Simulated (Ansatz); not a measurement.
# A hypothetical structure for Cd2Mo, part 2 of 2

Starting from a made-up structure for Cd2Mo, the aim is the relaxed cell, its shortest contacts and, where a second run follows, its electronic structure.

Ansatz 0.2.0; DFT, r2SCAN, plane-wave PAW, files of the set soft_1, scalar-relativistic, no spin, cell and ions relaxed at zero pressure; PAW set soft_1 (the session's first sound run).

So far: The starting structure; Relaxation of the guess. The relaxed cell has a = 7.599 Å (conventional setting).

## (3) Electronic structure of the relaxed cell

A second self-consistent run takes a narrower smearing and the mesh shown in its input; the bands follow along the standard path of the relaxed lattice.

This step: DFT, r2SCAN, plane-wave PAW, files of the set soft_1, scalar-relativistic, no spin, bands and density of states at the relaxed cell; PAW set soft_1 (Ansatz 0.2.0).

input.yaml

```yaml
crystal:
  lattice:
    - [0.0, 3.7995129342, 3.7995129342]
    - [3.7995129342, 0.0, 3.7995129342]
    - [3.7995129342, 3.7995129342, 0.0]
  atoms:
    - { symbol: Cd, position: [0.625, 0.125, 0.625] }
    - { symbol: Cd, position: [0.625, 0.625, 0.125] }
    - { symbol: Cd, position: [0.125, 0.625, 0.625] }
    - { symbol: Cd, position: [0.625, 0.625, 0.625] }
    - { symbol: Mo, position: [0.25, 0.25, 0.25] }
    - { symbol: Mo, position: [0.0, 0.0, 0.0] }
kpoints:
  mp_grid: { grid: [8, 8, 8] }
  band_path:
    path:
      - [[0.0, 0.0, 0.0], [0.5, 0.0, 0.5], [0.5, 0.25, 0.75], [0.375, 0.375, 0.75], [0.0, 0.0, 0.0], [0.5, 0.5, 0.5], [0.625, 0.25, 0.625], [0.5, 0.25, 0.75], [0.5, 0.5, 0.5], [0.375, 0.375, 0.75]]
      - [[0.625, 0.25, 0.625], [0.5, 0.0, 0.5]]
    npoints: 8
scf:
  occupations: { method: fermi_dirac, width: 0.03 }
  n_extra_bands: 10
hamiltonian:
  xc: r2scan
  pseudopotentials: { kind: paw, azcp: { folder: soft_1 } }
output:
  forces: true
  stress: true
  write_bands: true
  dos: { projected: true }
  write_density: true
  write_potential: true
  elf: true
  volumetric_format: npy
```

Started as:

```
ansatz run input.yaml --threads 4 --pin off --max-ram 10240MiB --backend cpu --events-out ev --progress --plain --runs-dir out
```

Numbers of over 12 decimals in the logs are rounded to 6 here.

The program printed:

```text
[...]
Crystal: 6 atoms, lattice volume = 109.702 Å³
Basis set: ecut = 500 eV, 2733 PW (Γ), exchange–correlation on 160×160×160 points (64 copies of the dense FFT grid, shifted against one another)
Bands: 64, of which v1, the nominal top of the filled ones, is band 54 counted from 1 (53 counted from 0)
Symmetry: 48 space group operations
[...]
k-points: 29 of 512
[...]
SCF iter   1: F=—  HF=-43007.927538 eV  |F-HF|=—  |Δ(HF+E_count)|=         —  Δρ=9.82e-2  dr2=1.99e1  dr2_τ=8.38e-1  ethr=3.10e-3  ⟨swp⟩=5.4  Hψ=5720  notcnv=0
[...]
SCF iter   9: F=-43004.200033 eV  HF=-43004.200033 eV  |F-HF|=4.61e-8  |Δ(HF+E_count)|=   1.43e-7  Δρ=6.53e-6  dr2=6.81e-8  dr2_τ=4.21e-9  ethr=9.26e-11  ⟨swp⟩=14.4  Hψ=11912  notcnv=0
SCF 1 converged in 9 iterations: F = -43004.200033 eV  dr2 = 6.81e-8
[...]
NSCF: frozen V_eff on 82 k-points
SCF converged after 9 iterations
Free energy (F): -43004.200033 eV
[...]
Internal energy: -43004.189715 eV  (E = F + TS)
E sigma→0 (E₀):  -43004.194874 eV
Entropy (-TS):   -0.010318 eV (-1.720 meV/atom)
Fermi energy:    17.478313 eV
[...]
--- Stress (GPa, compression-positive) ---
       -0.026831       0.000000       0.000000
        0.000000      -0.026831       0.000000
        0.000000       0.000000      -0.026831
  P = ⅓ Tr σ = -0.0268 GPa (-0.268 kbar)
--- Band table (eV; the first three rows and the last of 29) ---
  k-point 0: bands = [... 50 lower, 15.3540, 15.8208, 15.8208, 15.8208, 18.3846, 18.3846, 20.8121, 20.8826, ... 6 higher]
  k-point 1: bands = [... 50 lower, 15.2407, 15.8595, 15.8595, 16.4920, 18.3457, 18.3457, 19.9265, 20.5918, ... 6 higher]
  k-point 2: bands = [... 50 lower, 15.5224, 15.9390, 15.9390, 17.0092, 18.2500, 18.2500, 18.8910, 20.1024, ... 6 higher]
  k-point 28: bands = [... 50 lower, 16.1657, 16.1657, 17.1696, 17.1696, 17.8505, 17.8505, 17.8573, 17.8573, ... 6 higher]
```

The job ended after 6.8 s (4 threads of INTEL XEON PLATINUM 8581C at 2.30GHz (Emerald Rapids), shared host; peak memory 1 GiB).

Reading the cycles: dr2 is the Hartree energy of the density residual (eV), the measure of convergence; HF is the Harris–Foulkes estimate of the energy, which meets the free energy F at convergence.

This step gave:

- free energy: -43004.2000 eV
- energy at zero smearing: -43004.1949 eV
- smearing term TS: 0.01032 eV
- Fermi energy: 17.48 eV
- pressure: -0.02683 GPa

bands.tsv at the labelled points (eV, zero at the Fermi level; the bands that come nearest the Fermi level along the path):

```tsv
point	band 51	band 52	band 53	band 54	band 55	band 56	band 57	band 58
Γ	-2.12	-1.66	-1.66	-1.66	0.91	0.91	3.33	3.40
X	-1.24	-1.24	-0.58	-0.58	0.51	0.51	0.52	0.52
W	-1.31	-1.31	-0.31	-0.31	0.37	0.37	0.38	0.38
K	-1.33	-0.97	-0.94	-0.14	0.17	0.23	0.64	0.69
Γ	-2.12	-1.66	-1.66	-1.66	0.91	0.91	3.33	3.40
L	-1.70	-1.16	-1.16	-1.16	0.58	0.58	0.99	1.78
U	-1.33	-0.97	-0.94	-0.14	0.17	0.23	0.64	0.69
W	-1.31	-1.31	-0.31	-0.31	0.37	0.37	0.38	0.38
L	-1.70	-1.16	-1.16	-1.16	0.58	0.58	0.99	1.78
K	-1.33	-0.97	-0.94	-0.14	0.17	0.23	0.64	0.69
U	-1.33	-0.97	-0.94	-0.14	0.17	0.23	0.64	0.69
X	-1.24	-1.24	-0.58	-0.58	0.51	0.51	0.52	0.52
```

Counts of states for the cell as run, both spins, by energy window (eV from the Fermi level):

```csv
from,to,total
-8,-7,1.24
-7,-6,1.07
-6,-5,0.87
-5,-4,1.09
-4,-3,1.58
-3,-2,3.21
-2,-1,7.72
-1,0,2.82
0,1,5.71
1,2,3.37
2,3,1.15
3,4,2.07
```

Below -8 eV lie 88.4 more states.

Electrostatic potential energy in the ac plane of a cell with a along [110], b along [-110] and c along [001] of the cube at fractional y = 0.000, with atoms of Cd and Mo within 0.2 Å of it. With pseudopotentials it is smooth inside the atoms' cores, unlike the true potential.

Values in eV, 11 rows by 16 columns, each cell a mean:
```
 16  16  17  17  17  17  16  16  16  16  17  17  17  17  16  16
 15  18  15  -8 -14  11  18  16  15  18  15  -8 -14  11  18  16
 19  19   7 -43 -49  -4  19  19  19  19   7 -43 -49  -4  19  19
 14  19  13 -21 -28   7  19  16  14  19  13 -21 -28   7  19  16
-27   8  19  15  14  19  13 -20 -27   8  19  15  14  19  13 -20
-49  -4  19  19  19  19   7 -43 -49  -4  19  19  19  19   7 -43
-14  11  18  16  15  18  15  -9 -14  11  18  16  15  18  15  -9
 17  17  16  16  16  16  16  17  17  17  16  16  16  16  16  17
 15  -1  -4  10  13  -2  -4  11  15  -1  -4  10  13  -2  -4  11
  8 -13 -16   2   8 -13 -16   2   8 -13 -16   2   8 -13 -16   2
 13  -2  -4  11  15  -2  -5  10  13  -2  -4  11  15  -2  -5  10
```
Columns run along a (10.7 Å; values clipped at the 3rd and 97th percentile), rows up along c (7.6 Å), edges of the conventional cell, whose origin can differ from the input's. Atoms in or near the plane, at fractional coordinates: Cd at (0.38, 0.12), Cd at (0.88, 0.12), Cd at (0.13, 0.12), Cd at (0.62, 0.12), Mo at (0.25, 0.75), Mo at (0.75, 0.75), Mo at (0.00, 0.50), Mo at (0.50, 0.50).

ELF in the ac plane of a cell with a along [110], b along [-110] and c along [001] of the cube at fractional y = 0.000, with atoms of Cd and Mo within 0.2 Å of it. It is the smooth field of the valence electrons, not physical close to the nuclei.

Values, 11 rows by 16 columns, each cell a mean:
```
0.26 0.26 0.24 0.22 0.21 0.23 0.25 0.26 0.26 0.26 0.24 0.22 0.21 0.23 0.25 0.26
0.22 0.29 0.22 0.41 0.44 0.25 0.28 0.23 0.22 0.29 0.22 0.41 0.44 0.25 0.28 0.23
0.30 0.34 0.31 0.65 0.61 0.41 0.30 0.32 0.30 0.34 0.31 0.65 0.61 0.41 0.30 0.32
0.21 0.38 0.36 0.53 0.56 0.37 0.41 0.24 0.21 0.38 0.36 0.53 0.56 0.37 0.41 0.24
0.56 0.38 0.40 0.24 0.21 0.39 0.36 0.53 0.56 0.38 0.40 0.24 0.21 0.39 0.36 0.53
0.60 0.42 0.30 0.32 0.30 0.34 0.31 0.65 0.60 0.42 0.30 0.32 0.30 0.34 0.31 0.65
0.45 0.24 0.28 0.23 0.22 0.29 0.23 0.42 0.45 0.24 0.28 0.23 0.22 0.29 0.23 0.42
0.21 0.23 0.26 0.26 0.26 0.26 0.24 0.21 0.21 0.23 0.26 0.26 0.26 0.26 0.24 0.21
0.23 0.32 0.37 0.25 0.25 0.32 0.37 0.24 0.23 0.32 0.37 0.25 0.25 0.32 0.37 0.24
0.23 0.60 0.73 0.27 0.23 0.60 0.73 0.27 0.23 0.60 0.73 0.27 0.23 0.60 0.73 0.27
0.25 0.33 0.36 0.23 0.24 0.33 0.36 0.24 0.25 0.33 0.36 0.23 0.24 0.33 0.36 0.24
```
Columns run along a (10.7 Å), rows up along c (7.6 Å), edges of the conventional cell, whose origin can differ from the input's. Atoms in or near the plane, at fractional coordinates: Cd at (0.38, 0.12), Cd at (0.88, 0.12), Cd at (0.13, 0.12), Cd at (0.62, 0.12), Mo at (0.25, 0.75), Mo at (0.75, 0.75), Mo at (0.00, 0.50), Mo at (0.50, 0.50).

Valence density in the ac plane of a cell with a along [110], b along [-110] and c along [001] of the cube at fractional y = 0.000, with atoms of Cd and Mo within 0.2 Å of it. It is the smooth field of the valence electrons, not physical close to the nuclei.

Values in e/Å³, 11 rows by 16 columns, each cell a mean:
```
 0  0  0  0  0  0  0  0  0  0  0  0  0  0  0  0
 0  0  0  1  2  0  0  0  0  0  0  1  2  0  0  0
 0  0  1  5  6  1  0  0  0  0  1  5  6  1  0  0
 0  0  0  2  3  1  0  0  0  0  0  2  3  1  0  0
 3  1  0  0  0  0  0  2  3  1  0  0  0  0  0  2
 6  1  0  0  0  0  1  5  6  1  0  0  0  0  1  5
 2  0  0  0  0  0  0  1  2  0  0  0  0  0  0  1
 0  0  0  0  0  0  0  0  0  0  0  0  0  0  0  0
 0  3  4  1  0  3  4  0  0  3  4  1  0  3  4  0
 1 11 16  1  1 11 16  1  1 11 16  1  1 11 16  1
 0  3  4  0  0  3  4  1  0  3  4  0  0  3  4  1
```
Columns run along a (10.7 Å), rows up along c (7.6 Å), edges of the conventional cell, whose origin can differ from the input's. Atoms in or near the plane, at fractional coordinates: Cd at (0.38, 0.12), Cd at (0.88, 0.12), Cd at (0.13, 0.12), Cd at (0.62, 0.12), Mo at (0.25, 0.75), Mo at (0.75, 0.75), Mo at (0.00, 0.50), Mo at (0.50, 0.50).

## (4) What came out

| Quantity | Value |
| --- | --- |
| space group, relaxed | Fd-3m |
| conventional cell | a = 7.599, b = 7.599, c = 7.599 Å; α = 90.0°, β = 90.0°, γ = 90.0° |
| volume per atom | 18.28 Å³ (guess 22.03) |

What this shows: Cd2Mo relaxes to Fd-3m with a = 7.599, b = 7.599 and c = 7.599 Å. The guessed volume was 20 % too large. The space group Fd-3m was held in the relaxation, so the end point is a stationary structure within it and may be a saddle against distortions or other arrangements. Bands cross the Fermi level, so it is a metal or semimetal at this level. On the 8×8×8 mesh with the narrower smearing (relaxed on 6×6×6) the forces vanish, as symmetry may demand, and the largest stress component is 0.027 GPa, within the relaxation's thresholds of 0.015 eV/Å and 0.05 GPa. The cutoff wasn't tested. No dispersion term is used, so weakly bound directions may come out too long. The runs have no spin, and magnetism wasn't tested. Nothing here tests whether the compound is stable against decomposition.

[Logs are printed without paths, hosts, clocks, repeated set-up lines and the standing remarks that a program may print on its own settings, such as how far it seeks lower states.]

[Hosts, paths, dates, database ids (printed as entryN), source tags and the programs' standing remarks are cut or masked in the printed files.]
